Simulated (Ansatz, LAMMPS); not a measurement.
# Glassy 62SiO2-21K2O-18CaO (mol %) (110 atoms): a short ab initio trajectory

How do the atoms of glassy 62SiO2-21K2O-18CaO (mol %) (110 atoms) move, and what local order do they keep?

Main program and level: Ansatz 0.2.0; Kohn-Sham DFT, RPBE, PAW (set soft_2), plane waves.

## Step 1: Set-up

The cell holds 110 atoms: 24 Si, 16 K, 7 Ca and 63 O. Cell: a = 11.937 Å, b = 11.937 Å, c = 11.937 Å, α = 90.0°, β = 90.0°, γ = 90.0°. 110 atoms (24 Si, 16 K, 7 Ca, 63 O) placed at random at 2.52 g/cm³, melted at 4000 K for 10 ps at fixed volume with the Morse and Coulomb pair potential with partial charges (Pedone, Malavasi, Menziani, Cormack and Segre, J. Phys. Chem. B 110, 11780 (2006)). Quenched from 4000 K to 300 K at 10 K/ps and fixed volume, held 10 ps at zero pressure.

Before any run, some limits are plain. The quench rate of 10 K/ps is orders of magnitude faster than experiment, which tends to freeze in extra defects. The starting topology of bonds comes from the classical model. Only the Γ point is sampled, in a cell whose shortest periodic width is 12 Å.

## Step 2: Dynamics started at 300 K

A Langevin thermostat couples each atom to a heat bath, at the price of damped dynamics. The time step is 1.0 fs.

input.yaml reads:

```yaml
crystal:
  lattice:
    - [11.93683, 0.0, 0.0]
    - [0.0, 11.93683, 0.0]
    - [0.0, 0.0, 11.93683]
  atoms:
    - { symbol: Si, position: [0.00422, 0.32389, 0.1486] }
    - { symbol: Si, position: [0.46292, 0.22917, 0.80862] }
    - { symbol: Si, position: [0.60287, 0.47264, 0.49441] }
    - { symbol: Si, position: [0.03727, 0.87986, 0.66602] }
    [... 100 atom lines left out ...]
    - { symbol: O, position: [0.0995, 0.36826, 0.75447] }
    - { symbol: O, position: [0.01503, 0.27676, 0.03074] }
    - { symbol: O, position: [0.70481, 0.3954, 0.45493] }
    - { symbol: O, position: [0.33576, 0.32639, 0.08545] }
    - { symbol: O, position: [0.46336, 0.13814, 0.10398] }
    - { symbol: O, position: [0.04137, 0.03792, 0.13029] }
kpoints:
  mp_grid: { grid: [1, 1, 1] }
hamiltonian:
  xc: rpbe
scf:
  occupations: { method: fixed }
output:
  forces: true
  stress: true
md:
  timestep: 1.0
  n_steps: 123
  ensemble: nvt_langevin
  temperature: 300
  initial_velocities: maxwell_boltzmann
  seed: 796
```

Started as:

```console
ansatz run input.yaml --threads 4 --pin off --max-ram 8192MiB --backend cpu --events-out ev --progress --plain --runs-dir out
```

Elapsed: 32 min, on 4 threads of Arm Neoverse V1, shared host; peak memory 2.3 GiB.

The program notes that the SCF threshold is loose for the stress and it switched symmetry off.

The trajectory, sampled:

```
time (fs)  T (K)  potential (meV/atom)
      0.0    297                   0.0
      8.0    500                 -27.6
     16.0    460                 -26.5
     25.0    473                 -35.4
     33.0    366                 -25.3
     41.0    472                 -42.0
     49.0    442                 -43.5
     57.0    455                 -50.0
     66.0    374                 -41.7
     74.0    459                 -52.2
     82.0    404                 -48.7
     90.0    406                 -48.6
     98.0    389                 -47.9
    107.0    419                 -52.4
    115.0    357                 -47.5
    123.0    360                 -48.5
```

Mean square displacement from the first frame to the last: Si 0.050 Å², K 0.25 Å², Ca 0.097 Å², O 0.10 Å².

Mean square displacement against time lag:

```
time lag (fs)  Ca (Å²)   K (Å²)   O (Å²)  Si (Å²)
          1.0   2.3e-5   3.2e-5   6.3e-5   3.8e-5
          3.0   2.0e-4   2.9e-4   5.6e-4   3.4e-4
          6.0   8.1e-4  0.00116  0.00217  0.00130
         11.0  0.00268  0.00389  0.00665  0.00388
         13.0  0.00371  0.00542  0.00886  0.00510
         16.0  0.00553  0.00818   0.0123  0.00695
         18.0  0.00691   0.0103   0.0147  0.00813
         21.0  0.00920   0.0139   0.0182  0.00974
         26.0   0.0135   0.0211   0.0238   0.0119
         28.0   0.0153   0.0243   0.0259   0.0126
         31.0   0.0182   0.0295   0.0291   0.0134
         34.0   0.0212   0.0351   0.0323   0.0142
         36.0   0.0233   0.0390   0.0344   0.0146
         41.0   0.0285   0.0497   0.0396   0.0158
         44.0   0.0317   0.0565   0.0427   0.0165
         46.0   0.0338   0.0613   0.0446   0.0170
         49.0   0.0370   0.0687   0.0472   0.0176
         51.0   0.0392   0.0738   0.0488   0.0181
         56.0   0.0446   0.0870   0.0523   0.0192
         59.0   0.0478   0.0952   0.0542   0.0199
         62.0   0.0510    0.104   0.0560   0.0207
```

Over the second half of 123 fs the temperature averages 399 K, falling from about 413 to 367 K (means over the first and last quarter of that half). From first frame to last K has the largest mean square displacement, 0.25 Å² at the end; the farthest move is 0.94 Å. The mean temperature of 399 K lies well off the 300 K of the input, so the thermostat hasn't yet brought the run to equilibrium. The count of bonds goes from 237 in the first frame to 251 in the last, by one set of cutoffs: 9 pairs passed out of them and 23 came within. The run spans 0.12 ps, too short for its means to be equilibrium values.

## Step 3: Local order late in the run

The g(r) is a mean over the second half; what follows it is taken at the last frame.

Density 2.53 g/cm³, 15.46 Å³ an atom.

Mean of 14 frames. Pair distribution functions g(r), in bins of 0.2 Å:

| r (Å) | total | O-O | O-Si | O-K | O-Ca | Si-Si | Si-K |
| --- | --- | --- | --- | --- | --- | --- | --- |
| 1.50 | 0.67 | 0.00 | 2.66 | 0.00 | 0.00 | 0.00 | 0.00 |
| 1.70 | 3.24 | 0.00 | 12.96 | 0.00 | 0.00 | 0.00 | 0.00 |
| 1.90 | 0.02 | 0.00 | 0.09 | 0.00 | 0.03 | 0.00 | 0.00 |
| 2.10 | 0.09 | 0.00 | 0.00 | 0.00 | 1.26 | 0.00 | 0.00 |
| 2.30 | 0.33 | 0.05 | 0.00 | 0.05 | 4.21 | 0.00 | 0.00 |
| 2.50 | 0.89 | 1.49 | 0.00 | 1.16 | 2.88 | 0.00 | 0.00 |
| 2.70 | 1.95 | 4.26 | 0.00 | 2.78 | 1.25 | 0.00 | 0.00 |
| 2.90 | 0.92 | 1.41 | 0.08 | 1.83 | 0.55 | 1.31 | 0.12 |
| 3.10 | 0.80 | 0.45 | 0.24 | 1.27 | 0.48 | 4.21 | 0.91 |
| 3.30 | 0.88 | 0.68 | 0.36 | 1.03 | 0.38 | 2.36 | 1.93 |
| 3.50 | 1.02 | 0.83 | 1.08 | 0.84 | 0.46 | 0.03 | 2.46 |
| 3.70 | 1.12 | 0.79 | 1.52 | 0.59 | 0.68 | 0.14 | 2.44 |
| 3.90 | 1.11 | 0.86 | 1.59 | 0.77 | 0.79 | 0.53 | 1.50 |
| 4.10 | 1.23 | 0.88 | 1.77 | 1.03 | 1.30 | 0.93 | 1.36 |
| 4.30 | 1.06 | 0.65 | 1.75 | 0.87 | 1.38 | 0.97 | 0.95 |
| 4.50 | 0.87 | 0.97 | 0.84 | 0.77 | 1.59 | 0.63 | 0.58 |
| 4.70 | 0.87 | 1.02 | 0.66 | 0.96 | 1.27 | 0.89 | 0.64 |
| 4.90 | 1.05 | 1.31 | 0.74 | 1.12 | 1.33 | 1.11 | 0.84 |
| 5.10 | 1.06 | 1.35 | 0.70 | 1.36 | 0.64 | 1.26 | 0.77 |
| 5.30 | 1.06 | 1.23 | 1.01 | 1.15 | 0.57 | 1.51 | 0.64 |
| 5.50 | 0.83 | 0.87 | 0.73 | 1.03 | 0.75 | 0.79 | 0.49 |
| 5.70 | 0.87 | 0.81 | 0.96 | 0.85 | 0.72 | 1.08 | 0.90 |
| 5.90 | 0.95 | 0.88 | 0.84 | 1.13 | 1.07 | 0.90 | 1.02 |

Bonds by pair of elements; cutoffs follow the first minimum of g(r), held within bounds set by covalent radii, and pairs that aren't listed don't count as bonded:

| pair A-B | cutoff (Å) | bonds | mean length (Å) | spread (Å) | shortest (Å) | B about A | A about B |
| --- | --- | --- | --- | --- | --- | --- | --- |
| O-Si | 2.16 | 96 | 1.66 | 0.053 | 1.56 | 1.52 | 4 |
| O-K | 3.58 | 117 | 2.99 | 0.312 | 2.37 | 1.86 | 7.31 |
| O-Ca | 2.98 | 38 | 2.42 | 0.163 | 2.11 | 0.603 | 5.43 |

How many atoms have how many bonded neighbours:

| element | mean | 2 | 3 | 4 | 5 | 6 | 7 | 8 | 9 | 10 |
| --- | --- | --- | --- | --- | --- | --- | --- | --- | --- | --- |
| Ca | 5.43 | 0 | 0 | 1 | 2 | 4 | 0 | 0 | 0 | 0 |
| K | 7.31 | 0 | 0 | 0 | 2 | 3 | 5 | 2 | 2 | 2 |
| O | 3.98 | 3 | 19 | 22 | 14 | 5 | 0 | 0 | 0 | 0 |
| Si | 4 | 0 | 0 | 24 | 0 | 0 | 0 | 0 | 0 | 0 |

Bond angles, per cent of each kind in bins of 5°:

| angle (°) | K-O-Si | O-Si-O | K-O-K | O-Ca-O |
| --- | --- | --- | --- | --- |
| 55–60 | 0.0 | 0.0 | 3.1 | 2.3 |
| 60–65 | 1.2 | 0.0 | 3.1 | 4.7 |
| 65–70 | 1.9 | 0.0 | 11.5 | 3.5 |
| 70–75 | 5.0 | 0.0 | 7.3 | 3.5 |
| 75–80 | 6.8 | 0.0 | 14.6 | 3.5 |
| 80–85 | 6.2 | 0.0 | 13.5 | 12.8 |
| 85–90 | 9.3 | 0.0 | 6.2 | 7.0 |
| 90–95 | 9.3 | 2.8 | 3.1 | 9.3 |
| 95–100 | 11.2 | 6.2 | 5.2 | 11.6 |
| 100–105 | 9.3 | 15.3 | 0.0 | 2.3 |
| 105–110 | 8.7 | 29.9 | 2.1 | 4.7 |
| 110–115 | 5.0 | 27.1 | 5.2 | 3.5 |
| 115–120 | 6.2 | 13.2 | 2.1 | 2.3 |
| 120–125 | 3.7 | 4.9 | 1.0 | 3.5 |
| 125–130 | 2.5 | 0.7 | 1.0 | 3.5 |
| 130–135 | 0.6 | 0.0 | 1.0 | 3.5 |
| 135–140 | 3.7 | 0.0 | 5.2 | 1.2 |
| 140–145 | 1.9 | 0.0 | 3.1 | 4.7 |
| 145–150 | 3.1 | 0.0 | 1.0 | 3.5 |
| 150–155 | 0.6 | 0.0 | 4.2 | 2.3 |
| 155–160 | 0.0 | 0.0 | 2.1 | 2.3 |
| 160–165 | 1.2 | 0.0 | 3.1 | 1.2 |
| 165–170 | 1.9 | 0.0 | 0.0 | 2.3 |
| 170–175 | 0.6 | 0.0 | 1.0 | 1.2 |

Bond angles (no mean is given where the spread exceeds 20°):

```
 angle  count  mean (°)  spread (°)
K-O-Si    161         -           -
O-Si-O    144       109         6.7
 K-O-K     96         -           -
O-Ca-O     86         -           -
```

Oxygen atoms by the number of network formers (Si, P, Ge, B, Al, As, Ga) bound to them:

```csv
network formers bound to O,O atoms,per cent
0,0,0
1,30,47.6
2,33,52.4
```

Network units: each former by its oxygen neighbours and how many of them bridge to another former:

```
former  O neighbours  bridging O  atoms
    Si             4           1      1
    Si             4           2      7
    Si             4           3     13
    Si             4           4      3
```

Bond length by coordination (bonds to H left out):

```csv
element,coordination,atoms,mean bond length (Å)
Ca,4,1,2.32
Ca,5,2,2.41
Ca,6,4,2.45
K,5,2,2.86
K,6,3,2.89
K,7,5,3.00
K,8,2,2.94
K,9,2,3.11
K,10,2,3.03
O,2,3,1.64
O,3,19,2.10
O,4,22,2.37
O,5,14,2.58
O,6,5,2.71
```

Rings of the network by King's shortest-path rule, up to 12 atoms, one path for each pair of neighbours; H, halogens, alkali and alkaline-earth atoms are left out, and the last column divides by all other atoms, bonded or not:

```
ring size (atoms)  rings  per network atom
                8      1             0.011
               10      4             0.046
               12      1             0.011
```

First main peaks of g(r), for some of the pairs, lie near 2.7 Å (O-O), 1.7 Å (O-Si), 2.7 Å (O-K), 2.3 Å (O-Ca), 3.2 Å (Si-Si) and 3.4 Å (Si-K). With the cutoffs above, 57 % of Ca atoms have 6, 31 % of K atoms have 7, 35 % of O atoms have 4 and all Si atoms have 4 bonded neighbours. 52 % of the oxygens bridge two formers (Si) and 48 % are non-bridging. The commonest Si unit has 4 oxygens, 3 of them shared with other formers (13 of 24 atoms). Rings of 10 atoms are the most common (67 % of those counted); sizes run from 8 to 12, where the search stops.

## Step 4: Single point at the last frame

The last frame is solved once more, with the analyses that the dynamics left out.

input.yaml reads:

```yaml
crystal:
  lattice:
    - [11.93683, 0.0, 0.0]
    - [0.0, 11.93683, 0.0]
    - [0.0, 0.0, 11.93683]
  atoms:
    - { symbol: Si, position: [0.00998, 0.31645, 0.15011] }
    - { symbol: Si, position: [0.48414, 0.22368, 0.78435] }
    - { symbol: Si, position: [0.60033, 0.44143, 0.47491] }
    - { symbol: Si, position: [0.04871, 0.87779, 0.67115] }
    [... 100 atom lines left out ...]
    - { symbol: O, position: [0.09182, 0.34994, 0.75875] }
    - { symbol: O, position: [0.01362, 0.27951, 0.0207] }
    - { symbol: O, position: [0.71225, 0.37666, 0.42423] }
    - { symbol: O, position: [0.33764, 0.31893, 0.07962] }
    - { symbol: O, position: [0.45964, 0.13371, 0.09773] }
    - { symbol: O, position: [0.03642, 0.01037, 0.13433] }
kpoints:
  mp_grid: { grid: [1, 1, 1] }
hamiltonian:
  xc: rpbe
scf:
  occupations: { method: fixed }
output:
  forces: true
  stress: true
  populations: intrinsic
  dos:
    method: { smearing: { sigma: 0.15 } }
    de: 0.1
    projected: { site_lists: { Ca: [Ca], K: [K], O: [O], Si: [Si] } }
  eigenvalues: true
  write_density: true
  write_potential: true
  volumetric_format: npy
  elf: true
```

The job ended after 38 s (4 threads; peak memory 2.3 GiB).

Numbers from this run:

```
free energy                                      : -88735.1655 eV
free energy per atom                             : -806.6833 eV/atom
SCF cycles                                       : 10
pressure                                         : 2.483 GPa
r.m.s. force component                           : 0.8204 eV/Å
longest force                                    : 4.228 eV/Å
Fermi energy                                     : 4.666 eV
gap (highest filled to lowest empty level) : 3.159 eV
```

Neighbours are counted within 2.16 Å (O-Si), 3.58 Å (O-K), 2.98 Å (O-Ca), the cutoffs taken from the dynamics.

Length of the force by element and coordination:

```csv
element,coordination,atoms,mean length of the force (eV/Å),spread,least,most
Ca,all,7,0.928,0.300,0.567,1.40
Ca,4,1,0.732,0,0.732,0.732
Ca,5,2,0.747,0.0442,0.703,0.791
Ca,6,4,1.07,0.334,0.567,1.40
K,all,16,0.531,0.144,0.216,0.907
K,5,2,0.521,0.0348,0.486,0.556
K,6,3,0.516,0.0646,0.425,0.566
K,7,5,0.549,0.0875,0.419,0.660
K,8,2,0.431,0.0426,0.388,0.473
K,9,2,0.586,0.0565,0.529,0.642
K,10,2,0.562,0.346,0.216,0.907
O,all,63,1.18,0.576,0.269,2.67
O,2,3,1.33,0.570,0.614,2.01
O,3,19,1.17,0.499,0.439,2.03
O,4,22,1.08,0.539,0.269,2.33
O,5,14,1.28,0.594,0.289,2.55
O,6,5,1.32,0.817,0.624,2.67
Si,all,24,1.79,1.03,0.422,4.23
```

Intrinsic-atomic-orbital charges by element and coordination:

| element | coordination | atoms | mean charge (e) | spread | least | most |
| --- | --- | --- | --- | --- | --- | --- |
| Ca | all | 7 | 1.77 | 0.0112 | 1.75 | 1.79 |
| Ca | 4 | 1 | 1.77 | 0 | 1.77 | 1.77 |
| Ca | 5 | 2 | 1.77 | 0.0126 | 1.76 | 1.79 |
| Ca | 6 | 4 | 1.77 | 0.0117 | 1.75 | 1.79 |
| K | all | 16 | 0.860 | 0.0081 | 0.845 | 0.877 |
| K | 5 | 2 | 0.856 | 0.0069 | 0.849 | 0.863 |
| K | 6 | 3 | 0.860 | 0.002 | 0.857 | 0.861 |
| K | 7 | 5 | 0.860 | 0.0074 | 0.850 | 0.869 |
| K | 8 | 2 | 0.849 | 0.0038 | 0.845 | 0.853 |
| K | 9 | 2 | 0.873 | 0.0044 | 0.869 | 0.877 |
| K | 10 | 2 | 0.862 | 2.0e-4 | 0.861 | 0.862 |
| O | all | 63 | -1.03 | 0.112 | -1.22 | -0.875 |
| O | 2 | 3 | -0.891 | 0.0118 | -0.903 | -0.875 |
| O | 3 | 19 | -0.985 | 0.102 | -1.20 | -0.897 |
| O | 4 | 22 | -1.05 | 0.109 | -1.22 | -0.892 |
| O | 5 | 14 | -1.09 | 0.098 | -1.20 | -0.931 |
| O | 6 | 5 | -1.07 | 0.0715 | -1.14 | -0.941 |
| Si | all | 24 | 1.62 | 0.0558 | 1.52 | 1.73 |

States in the cell by windows of 1 eV, zero at the Fermi level; the larger projections on atomic orbitals stand beside the total:

| from (eV) | to (eV) | total | O p | Si p |
| --- | --- | --- | --- | --- |
| -10 | -9 | 8.9 | 5.8 | 0.6 |
| -9 | -8 | 12.9 | 8.8 | 1.3 |
| -8 | -7 | 18.1 | 13.1 | 2.7 |
| -7 | -6 | 18.5 | 14.0 | 3.2 |
| -6 | -5 | 22.9 | 17.8 | 2.9 |
| -5 | -4 | 51.7 | 42.6 | 4.1 |
| -4 | -3 | 63.1 | 55.5 | 3.2 |
| -3 | -2 | 66.9 | 61.2 | 2.0 |
| -2 | -1 | 68.8 | 64.0 | 1.8 |
| -1 | 0 | 40.4 | 38.3 | 0.7 |
| 0 | 1 | 2.0 | 1.9 | 0.0 |
| 1 | 2 | 0.0 | 0.0 | 0.0 |
| 2 | 3 | 0.1 | 0.0 | 0.0 |
| 3 | 4 | 2.3 | 0.1 | 0.1 |
| 4 | 5 | 12.2 | 1.0 | 0.9 |

With fixed occupations the program's Fermi level is the highest filled level; weight inside the gap is the broadening of levels at its edges.

Between -26 and -10 eV lie 268 more states.

The stored curve holds about 642 of the 688 electrons; the rest, give or take the few that broadening carries across the Fermi level, lie in deeper levels below its range.

The levels nearest the highest filled one (over half full), pooled over k-points and spins:

```
level less the highest filled one (eV)  occupation
                                -0.490           2
                                -0.330           2
                                -0.237           2
                               -0.0965           2
                               -0.0392           2
                                     0           2
                                  3.16           0
                                  4.08           0
                                  4.44           0
                                  4.63           0
                                  4.67           0
                                  4.85           0
```

Mean intrinsic-atomic-orbital charges: Ca +1.77, K +0.86, O -1.03, Si +1.62 e.

## Step 5: Results

| Property | Result |
| --- | --- |
| mean temperature, second half | 398.7 K |
| temperature swing, second half | 27.16 K |
| mean pressure, second half | 3.156 GPa |
| free energy per atom | -806.6833 eV/atom |
| pressure | 2.483 GPa |
| r.m.s. force component | 0.8204 eV/Å |
| gap (highest filled to lowest empty level) | 3.159 eV |
| wall time of the 2 DFT runs | 33 min |

Over the second half of 123 fs the temperature averages 399 K, falling from about 413 to 367 K (means over the first and last quarter of that half). The mean temperature of 399 K lies well off the 300 K of the input, so the thermostat hasn't yet brought the run to equilibrium. The count of bonds goes from 237 in the first frame to 251 in the last, by one set of cutoffs: 9 pairs passed out of them and 23 came within. The run spans 0.12 ps, too short for its means to be equilibrium values. With the cutoffs above, 57 % of Ca atoms have 6, 31 % of K atoms have 7, 35 % of O atoms have 4 and all Si atoms have 4 bonded neighbours. 52 % of the oxygens bridge two formers (Si) and 48 % are non-bridging.

The highest filled and lowest empty levels differ by 3.16 eV (at Γ alone); a semilocal functional tends to put such gaps too low. In a disordered cell it changes from sample to sample, and tail or defect levels can set it.

Caveats: The network of bonds at the start is that of the classical potential that made the cell; in DFT 9 of its 237 bonded pairs passed out of the cutoffs and 23 came within them. The pressure of 2.5 GPa is that of one thermal frame at a volume set beforehand, without the kinetic term.

[Logs are printed without paths, hosts, clocks, repeated set-up lines and the standing remarks that a program may print on its own settings, such as how far it seeks lower states.]

[Hosts, paths, dates, database ids (printed as entryN), source tags and the programs' standing remarks are cut or masked in the printed files.]
